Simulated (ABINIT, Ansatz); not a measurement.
# BaH2 (P6_3/mmc): one start, several treatments of the self-energy

How much does the gap of BaH2 (P6_3/mmc) depend on the approximation to the self-energy?

Method: PBEsol and many-body steps on it, plane waves, in ABINIT 10.8.3.

Report form: the programs' logs are mostly left out.

**1. Starting point**

It takes space group P6_3/mmc (No. 194, hexagonal). The conventional cell has a = 4.462 Å, b = 4.462 Å, c = 6.055 Å, α = 90.00°, β = 90.00°, γ = 120.00°. Nearest to Ba lie 11 H at 2.58 to 3.03 Å. H has 5 Ba at 2.58 to 3.03 Å and 6 H at 2.99 Å nearest. Nearest to H lie 6 Ba at 2.99 Å and 8 H at 2.99 to 3.03 Å. Farther neighbours are not listed.

The cell and positions are those that the Materials Project relaxed with its own functionals (PBE, PBE+U or r2SCAN), kept fixed. Spin-orbit coupling is left out unless a step names it.

**2. Empty states on the mesh, 3×3×4 mesh, 406 bands**

This step: ABINIT 10.8.3; DFT, PBEsol, plane waves, norm-conserving pseudopotentials.

The sums over transitions need many empty states on a uniform mesh; this step solves for them.

run.abi reads:

```
acell 3*1.0 Angstrom
rprim 
  4.462025052349 0.000000000014 0.000000000000
  -2.231012526186 3.864227047650 0.000000000000
  0.000000000000 0.000000000000 6.055292590000
ntypat 2
znucl 56 1
natom 6
typat 1 1 2 2 2 2
xred 
  0.666666666667 0.333333333333 0.750000000000
  0.333333333333 0.666666666667 0.250000000000
  0.333333333333 0.666666666667 0.750000000000
  0.666666666667 0.333333333333 0.250000000000
  -0.000000000000 -0.000000000000 0.500000000000
  -0.000000000000 -0.000000000000 0.000000000000
pp_dirpath "pseudos"
pseudos "Ba.upf, H.upf"
ecut 32
ngkpt 3 3 4
nshiftk 1
shiftk 0 0 0
kptopt 1
chksymbreak 0
iscf -2
irdden 1
istwfk *1
nband 406
nbdbuf 36
tolwfr 1e-09
nstep 60
prtvol 0
indata_prefix "in"
outdata_prefix "out"
tmpdata_prefix "tmp"
```

Run with:

```sh
> OMP_NUM_THREADS=1 mpirun -n 8 abinit run.abi > log
```

The job ended after 3.7 min (8 MPI ranks of AMD EPYC 9R45, shared host; peak memory 0.98 GiB; 30 min of CPU time).

Numbers from this step:

```yaml
gap: 1.473 eV
k_of_the_valence_top: 0, 0, 0
k_of_the_conduction_bottom: 0.3333, 0.3333, 0.5
least_direct_gap: 2.542 eV
k_points_computed: 9
lowest_point_of_the_top_converged_band_above_the_valence_top: 121.0441 eV
```

On this mesh the gap is 1.473 eV.

The density comes from a self-consistent run that is not shown.

**3. Screening, 3×3×4 mesh, 158 bands, screening to 176.9 eV**

The RPA dielectric matrix is built and inverted for each q.

This step: RPA screening on PBEsol, plane waves, norm-conserving pseudopotentials.

Edit run.abi of step 2 so:

```diff
@@ -24,10 +24,11 @@
 chksymbreak 0
-iscf -2
-irdden 1
 istwfk *1
-nband 406
-nbdbuf 36
-tolwfr 1e-09
-nstep 60
-prtvol 0
+occopt 1
+irdwfk 1
+optdriver 3
+nband 158
+ecuteps 6.5
+inclvkb 2
+awtr 1
+symchi 1
 indata_prefix "in"
```

The job ended after 26 s (8 MPI ranks; peak memory 3 GiB; 3.4 min of CPU time).

This step gave:

- ε∞ with local fields, on this mesh, along the program's q direction: 5.696
- the same without local fields: 6.338
- plasma frequency: 17.80 eV
- plane waves in the screening matrix: 553

Local fields lower ε∞ by 10 %. On a Γ-centred mesh this coarse the value itself is usually too large, while a short band sum pulls it down.

**4. G0W0, Godby-Needs plasmon pole**

The self-energy is evaluated for the states that the input lists, and the levels follow from it, in one-shot runs by the linearised quasiparticle equation.

This step: G0W0 on PBEsol, plane waves, norm-conserving pseudopotentials.

Edit run.abi of step 3 so:

```diff
@@ -27,8 +27,19 @@
 irdwfk 1
-optdriver 3
+optdriver 4
 nband 158
+gwcalctyp 0
+ecutsigx 32
+symsigma 1
+nkptgw 3
+kptgw 
+  0.0000000000 0.0000000000 0.0000000000
+  0.3333333333 0.3333333333 0.5000000000
+  0.0000000000 0.0000000000 0.2500000000
+bdgw 
+  11 14
+  11 14
+  11 14
 ecuteps 6.5
-inclvkb 2
-awtr 1
-symchi 1
+irdscr 1
+ppmodel 1
 indata_prefix "in"
```

The job ended after 25 s (8 MPI ranks; peak memory 3.5 GiB).

Numbers from this step:

```yaml
g0w0_gap_on_the_points_computed: 3.073 eV
starting_gap_on_the_mesh: 1.473 eV
k_of_the_valence_top: 0, 0, 0
k_of_the_conduction_bottom: 0.3333, 0.3333, 0.5
z_at_the_valence_top: 0.777
z_at_the_conduction_bottom: 0.819
least_direct_g0w0_gap_on_the_computed_points: 4.213 eV
```

The gap on the mesh goes from 1.47 eV to 3.07 eV, a correction of +1.60 eV.

**5. G0W0, Hybertsen-Louie plasmon pole**

Edit run.abi of step 4 so:

```diff
@@ -43,3 +43,3 @@
 irdscr 1
-ppmodel 1
+ppmodel 2
 indata_prefix "in"
```

It took 25 s on 8 MPI ranks; peak memory 3.2 GiB.

This step gave:

- G0W0 gap on the points computed: 3.157 eV
- starting gap on the mesh: 1.473 eV
- k of the valence top: 0, 0, 0
- k of the conduction bottom: 0.3333, 0.3333, 0.5
- Z at the valence top: 0.811
- Z at the conduction bottom: 0.843
- least direct G0W0 gap on the computed points: 4.305 eV

Against G0W0 in ABINIT (3×3×4 mesh, 158 bands, screening to 176.9 eV, Godby-Needs plasmon pole), the gap moves by +0.084 eV.

**6. G0W0, von der Linden-Horsch plasmon pole**

Edit run.abi of step 5 so:

```diff
@@ -43,3 +43,3 @@
 irdscr 1
-ppmodel 2
+ppmodel 3
 indata_prefix "in"
```

It took 12 s on 8 MPI ranks; peak memory 2.8 GiB; 96 s of CPU time.

Numbers from this step:

```
G0W0 gap on the points computed              : 3.106 eV
starting gap on the mesh                     : 1.473 eV
k of the valence top                         : 0, 0, 0
k of the conduction bottom                   : 0.3333, 0.3333, 0.5
least direct G0W0 gap on the computed points : 4.275 eV
```

Against G0W0 in ABINIT (3×3×4 mesh, 158 bands, screening to 176.9 eV, Godby-Needs plasmon pole), the gap moves by +0.033 eV.

**7. One-shot Hartree-Fock**

This step: one-shot Hartree-Fock on PBEsol, plane waves, norm-conserving pseudopotentials.

Edit run.abi of step 6 so:

```diff
@@ -28,4 +28,4 @@
 optdriver 4
-nband 158
-gwcalctyp 0
+nband 16
+gwcalctyp 5
 ecutsigx 32
@@ -41,5 +41,4 @@
   11 14
-ecuteps 6.5
-irdscr 1
-ppmodel 3
+ixc_sigma 40
+fftgw 31
 indata_prefix "in"
```

The job ended after 2.1 s (8 MPI ranks; peak memory 0.17 GiB; 15 s of CPU time).

Numbers from this step:

* quasiparticle gap on the points computed: 8.477 eV
* starting gap on the mesh: 1.473 eV
* k of the valence top: 0, 0, 0
* k of the conduction bottom: 0.3333, 0.3333, 0.5
* least direct quasiparticle gap on the computed points: 9.772 eV

Against G0W0 in ABINIT (3×3×4 mesh, 158 bands, screening to 176.9 eV, Godby-Needs plasmon pole), the gap moves by +5.404 eV.

**8. Screening, 3×3×4 mesh, 158 bands, screening to 176.9 eV**

This step: RPA screening on PBEsol, plane waves, norm-conserving pseudopotentials.

Edit run.abi of step 7 so:

```diff
@@ -27,18 +27,14 @@
 irdwfk 1
-optdriver 4
-nband 16
-gwcalctyp 5
-ecutsigx 32
-symsigma 1
-nkptgw 3
-kptgw 
-  0.0000000000 0.0000000000 0.0000000000
-  0.3333333333 0.3333333333 0.5000000000
-  0.0000000000 0.0000000000 0.2500000000
-bdgw 
-  11 14
-  11 14
-  11 14
-ixc_sigma 40
-fftgw 31
+optdriver 3
+nband 158
+ecuteps 6.5
+inclvkb 2
+awtr 1
+symchi 1
+gwcalctyp 2
+nfreqre 16
+freqremax 40 eV
+nfreqim 8
+spmeth 1
+nomegasf 120
 indata_prefix "in"
```

The job ended after 72 s (8 MPI ranks; peak memory 5.6 GiB).

This step gave:

| Item | Value |
| --- | --- |
| ε∞ with local fields, on this mesh, along the program's q direction | 5.773 |
| the same without local fields | 6.427 |
| plasma frequency | 17.80 eV |
| plane waves in the screening matrix | 553 |

**9. G0W0, contour deformation**

This step: G0W0 on PBEsol, plane waves, norm-conserving pseudopotentials.

Edit run.abi of step 8 so:

```diff
@@ -27,14 +27,19 @@
 irdwfk 1
-optdriver 3
+optdriver 4
 nband 158
+gwcalctyp 2
+ecutsigx 32
+symsigma 1
+nkptgw 3
+kptgw 
+  0.0000000000 0.0000000000 0.0000000000
+  0.3333333333 0.3333333333 0.5000000000
+  0.0000000000 0.0000000000 0.2500000000
+bdgw 
+  11 14
+  11 14
+  11 14
 ecuteps 6.5
-inclvkb 2
-awtr 1
-symchi 1
-gwcalctyp 2
-nfreqre 16
-freqremax 40 eV
-nfreqim 8
-spmeth 1
-nomegasf 120
+irdscr 1
+gwmem 01
 indata_prefix "in"
```

The job ended after 20 s (8 MPI ranks; peak memory 2.9 GiB).

This step gave:

```
G0W0 gap on the points computed              : 2.967 eV
starting gap on the mesh                     : 1.473 eV
k of the valence top                         : 0, 0, 0
k of the conduction bottom                   : 0.3333, 0.3333, 0.5
least direct G0W0 gap on the computed points : 4.106 eV
```

Against G0W0 in ABINIT (3×3×4 mesh, 158 bands, screening to 176.9 eV, Godby-Needs plasmon pole), the gap moves by −0.106 eV.

**10. Side by side**

Times are wall times on 8 MPI ranks of AMD EPYC 9R45, shared host, good to a factor of about two. A run's time includes the screening step that it read.

| run | mesh | bands | screening cutoff (eV) | DFT gap (eV) | gap on the mesh (eV) | direct (eV) | ε∞ used | time |
| --- | --- | --- | --- | --- | --- | --- | --- | --- |
| G0W0, Godby-Needs plasmon pole | 3×3×4 | 158 | 176.9 | 1.473 | 3.073 | 4.213 | 5.70 | 51 s |
| G0W0, Hybertsen-Louie plasmon pole | 3×3×4 | 158 | 176.9 | 1.473 | 3.157 | 4.305 | 5.70 | 51 s |
| G0W0, von der Linden-Horsch plasmon pole | 3×3×4 | 158 | 176.9 | 1.473 | 3.106 | 4.275 | 5.70 | 38 s |
| one-shot Hartree-Fock | 3×3×4 | - | - | 1.473 | 8.477 | 9.772 | - | 2.1 s |
| G0W0, contour deformation | 3×3×4 | 158 | 176.9 | 1.473 | 2.967 | 4.106 | 5.77 | 92 s |

**11. Outcome**

| Property | Result |
| --- | --- |
| G0W0, Godby-Needs plasmon pole | 3.073 eV |
| G0W0, Hybertsen-Louie plasmon pole | 3.157 eV |
| G0W0, von der Linden-Horsch plasmon pole | 3.106 eV |
| one-shot Hartree-Fock | 8.477 eV |
| G0W0, contour deformation | 2.967 eV |
| known limits | not at the basis limit; no spin-orbit coupling; coarse k mesh |

What this shows: G0W0, Hybertsen-Louie plasmon pole: +0.084 eV against G0W0, Godby-Needs plasmon pole. G0W0, von der Linden-Horsch plasmon pole: +0.033 eV against G0W0, Godby-Needs plasmon pole. One-shot Hartree-Fock: +5.404 eV against G0W0, Godby-Needs plasmon pole. G0W0, contour deformation: −0.106 eV against G0W0, Godby-Needs plasmon pole. Bare exchange alone opens the gap to 8.48 eV; against G0W0, correlation takes back 5.40 eV. Bands and cutoff are finite, so the gap is not at the basis limit. The miss can reach some tenths of an eV and take either sign; the mesh is an error of its own. In the G0W0 runs levels were corrected at 3 k points alone, so a gap called «on the mesh» is the least over those, and an edge elsewhere would be missed. The 3×3×4 mesh is coarse for this cell, which bears on the long-range parts of exchange and screening. The many-body steps are scalar-relativistic: spin-orbit coupling is not in them.

[Paths, hosts, dates, memory and timing lines, banners, echoed tables and standing remarks are left out of the program output.]

[Logs are printed without paths, hosts, clocks, repeated set-up lines and the standing remarks that a program may print on its own settings, such as how far it seeks lower states.]

[Runs of the session that timed out or met a known fault of the program may be left out.]

[Hosts, paths, dates, database ids (printed as entryN), source tags and the programs' standing remarks are cut or masked in the printed files.]

[G0W0 gaps are taken among the corrected bands and points alone; a level outside them can change the order at an edge.]

[Where Ansatz stands beside ABINIT at settings called matched, ABINIT's density can come from a denser mesh and the files from another edition; pairs whose starting gaps differed by over 0.03 eV were left out, so agreement reads better than it is.]
